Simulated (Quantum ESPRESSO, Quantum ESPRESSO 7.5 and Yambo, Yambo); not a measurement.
**SrCl2 (Fm-3m): G0W0 with and without spin-orbit coupling**

Wanted: the effect of spin-orbit coupling on the quasiparticle gap of SrCl2 (Fm-3m).

Method: PBE and many-body steps on it, plane waves, in Quantum ESPRESSO 7.5 and Yambo 5.3.0.

Report form: the programs' logs are mostly left out.

## Step 1: Set-up

Symmetry: Fm-3m, No. 225, cubic system. The conventional cell has a = 6.977 Å, b = 6.977 Å, c = 6.977 Å, α = 90.00°, β = 90.00°, γ = 90.00°. Nearest to Sr lie 8 Cl at 3.02 Å. Cl has 4 Sr at 3.02 Å nearest. Farther neighbours and most contacts between anions are not listed.

The cell and positions come from the Crystallography Open Database and are kept as given unless a step says otherwise.

## Step 2: Empty states on the mesh, 4×4×4 mesh, 79 bands

This step: Quantum ESPRESSO 7.5; DFT, PBE, plane waves, norm-conserving pseudopotentials.

The sums over transitions need many empty states on a uniform mesh; this step solves for them.

pw.in reads:

```
&control
  calculation = 'nscf'
  prefix = 'x'
  outdir = 'o'
  pseudo_dir = 'pseudo'
/
&system
  ibrav = 0
  nat = 3
  ntyp = 2
  ecutwfc = 56.0
  nbnd = 79
  force_symmorphic = .true.
/
&electrons
  conv_thr = 1e-9
  electron_maxstep = 80
  diago_full_acc = .true.
  diago_thr_init = 5e-6
/
ATOMIC_SPECIES
  Sr 87.62 Sr.upf
  Cl 35.45 Cl.upf
CELL_PARAMETERS angstrom
  -0.0000000000 3.4883500000 3.4883500000
  3.4883500000 -0.0000000000 3.4883500000
  3.4883500000 3.4883500000 -0.0000000000
ATOMIC_POSITIONS crystal
  Sr 0.0000000000 0.0000000000 0.0000000000
  Cl 0.2500000000 0.2500000000 0.2500000000
  Cl 0.7500000000 0.7500000000 0.7500000000
K_POINTS automatic
  4 4 4 0 0 0
```

The run is started by

```bash
$ OMP_NUM_THREADS=1 mpirun -n 4 pw.x -nk 4 -in pw.in > pw.out
```

Run time: 5.6 s. Hardware: 4 MPI ranks of Arm Neoverse V2, shared host; peak memory 0.32 GiB.

This step gave:

- gap: 5.343 eV
- k of the valence top: 0, -0.5, -0.5
- k of the conduction bottom: 0, 0, 0
- least direct gap: 5.512 eV
- k points computed: 8
- lowest point of the top converged band, above the valence top: 43.90 eV

On this mesh the gap is 5.343 eV.

The density comes from a self-consistent run that is not shown.

## Step 3: Conversion and set-up

This step: Yambo 5.3.0; conversion and set-up on PBE, plane waves, norm-conserving pseudopotentials.

The states are converted to the many-body program's format and the q mesh is built.

The run is started by

```bash
$ (cd o/x.save; p2y > p2y.log; mv SAVE ../..); yambo > setup.log
```

Wall time 2.3 s (1 MPI rank); peak memory 0.25 GiB.

## Step 4: Scalar-relativistic

Now the one-shot GW correction: screening in the RPA, then the self-energy of the levels asked for.

This step: G0W0 on PBE, plane waves, norm-conserving pseudopotentials.

gw1.in reads:

```
HF_and_locXC
gw0
dyson
ppa
em1d
rim_cut
RandQpts= 1000000
RandGvec= 1 RL
EXXRLvcs= 56 Ry
VXCRLvcs= 224 Ry
Chimod= "HARTREE"
% BndsRnXp
 1 | 79 |
%
NGsBlkXp= 6.5 Ry
% LongDrXp
 1 | 1 | 1 |
%
% GbndRnge
 1 | 79 |
%
DysSolver= "n"
ExtendOut
PPAPntXp= 27.21138 eV
% QPkrange
 7 | 7 | 11 | 14 |
 1 | 1 | 11 | 14 |
%
```

The run is started by

```bash
$ OMP_NUM_THREADS=1 mpirun -n 4 yambo -F gw1.in -J gw1 -C gw1 > gw1.log
```

Elapsed: 34 s, on 4 MPI ranks; peak memory 1.5 GiB.

Numbers from this step:

- G0W0 gap on the points computed: 7.442 eV
- starting gap on the mesh: 5.343 eV
- k of the valence top: 0, -0.5, -0.5
- k of the conduction bottom: 0, 0, 0
- least direct G0W0 gap on the computed points: 7.840 eV
- Z at the valence top: 0.8164
- Z at the conduction bottom: 0.8665

The gap on the mesh goes from 5.34 eV to 7.44 eV, a correction of +2.10 eV.

## Step 5: Empty states on the mesh, 4×4×4 mesh, 158 bands

This step: Quantum ESPRESSO 7.5; DFT, PBE with spin-orbit coupling, plane waves, norm-conserving pseudopotentials.

Edit pw.in of step 2 so:

```diff
@@ -11,4 +11,6 @@
   ecutwfc = 56.0
-  nbnd = 79
+  nbnd = 158
   force_symmorphic = .true.
+  noncolin = .true.
+  lspinorb = .true.
 /
```

The run is started by

```bash
$ OMP_NUM_THREADS=1 mpirun -n 4 pw.x -nk 4 -in pw.in > pw.out
```

Run time: 28 s. Hardware: 4 MPI ranks; peak memory 0.67 GiB.

Numbers from this step:

```yaml
gap: 5.342 eV
k_of_the_valence_top: 0, -0.5, -0.5
k_of_the_conduction_bottom: 0, 0, 0
least_direct_gap: 5.510 eV
k_points_computed: 8
lowest_point_of_the_top_converged_band_above_the_valence_top: 43.90 eV
```

On this mesh the gap is 5.342 eV.

The density comes from a self-consistent run that is not shown, made with spin-orbit coupling and fully relativistic files.

## Step 6: Conversion and set-up

This step: Yambo 5.3.0; conversion and set-up on PBE with spin-orbit coupling, plane waves, norm-conserving pseudopotentials.

The run is started by

```bash
$ (cd o/x.save; p2y > p2y.log; mv SAVE ../..); yambo > setup.log
```

The job ended after 2.7 s (1 MPI rank; peak memory 0.25 GiB).

## Step 7: With spin-orbit coupling

This step: G0W0 on PBE with spin-orbit coupling, plane waves, norm-conserving pseudopotentials.

gw4.in reads:

```
HF_and_locXC
gw0
dyson
ppa
em1d
rim_cut
RandQpts= 1000000
RandGvec= 1 RL
EXXRLvcs= 56 Ry
VXCRLvcs= 224 Ry
Chimod= "HARTREE"
% BndsRnXp
 1 | 158 |
%
NGsBlkXp= 6.5 Ry
% LongDrXp
 1 | 1 | 1 |
%
% GbndRnge
 1 | 158 |
%
DysSolver= "n"
ExtendOut
PPAPntXp= 27.21138 eV
% QPkrange
 7 | 7 | 21 | 28 |
 1 | 1 | 21 | 28 |
%
```

The run is started by

```bash
$ OMP_NUM_THREADS=1 mpirun -n 4 yambo -F gw4.in -J gw4 -C gw4 > gw4.log
```

Elapsed: 3 min, on 4 MPI ranks; peak memory 2.9 GiB; 12 min of CPU time.

Numbers from this step:

```yaml
g0w0_gap_on_the_points_computed: 7.440 eV
starting_gap_on_the_mesh: 5.342 eV
k_of_the_valence_top: 0, -0.5, -0.5
k_of_the_conduction_bottom: 0, 0, 0
least_direct_g0w0_gap_on_the_computed_points: 7.789 eV
z_at_the_valence_top: 0.8164
z_at_the_conduction_bottom: 0.8664
```

Against G0W0 in Yambo (4×4×4 mesh, 79 bands, screening to 88.4 eV, Godby-Needs plasmon pole), the gap moves by −0.002 eV.

## Step 8: Side by side

Times are wall times on 4 MPI ranks of Arm Neoverse V2, shared host, good to a factor of about two.

```csv
run,mesh,bands,screening cutoff (eV),DFT gap (eV),gap on the mesh (eV),direct (eV),time
scalar-relativistic,4×4×4,79,88.4,5.343,7.442,7.840,34 s
with spin-orbit coupling,4×4×4,158,88.4,5.342,7.440,7.789,3 min
```

## Step 9: Results

```json
{"scalar-relativistic": "7.442 eV", "with spin-orbit coupling": "7.440 eV", "known limits": "not at the basis limit; no spin-orbit coupling in some runs"}
```

In words: With spin-orbit coupling: −0.002 eV against scalar-relativistic. Bands and cutoff are finite, so the gap is not at the basis limit. The miss can reach some tenths of an eV and take either sign; the mesh is an error of its own. In the G0W0 runs levels were corrected at 2 k points alone, so a gap called «on the mesh» is the least over those, and an edge elsewhere would be missed.

[Paths, hosts, dates, memory and timing lines, banners, echoed tables and standing remarks are left out of the program output.]

[Logs are printed without paths, hosts, clocks, repeated set-up lines and the standing remarks that a program may print on its own settings, such as how far it seeks lower states.]

[Runs of the session that timed out or met a known fault of the program may be left out.]

[Hosts, paths, dates, database ids (printed as entryN), source tags and the programs' standing remarks are cut or masked in the printed files.]
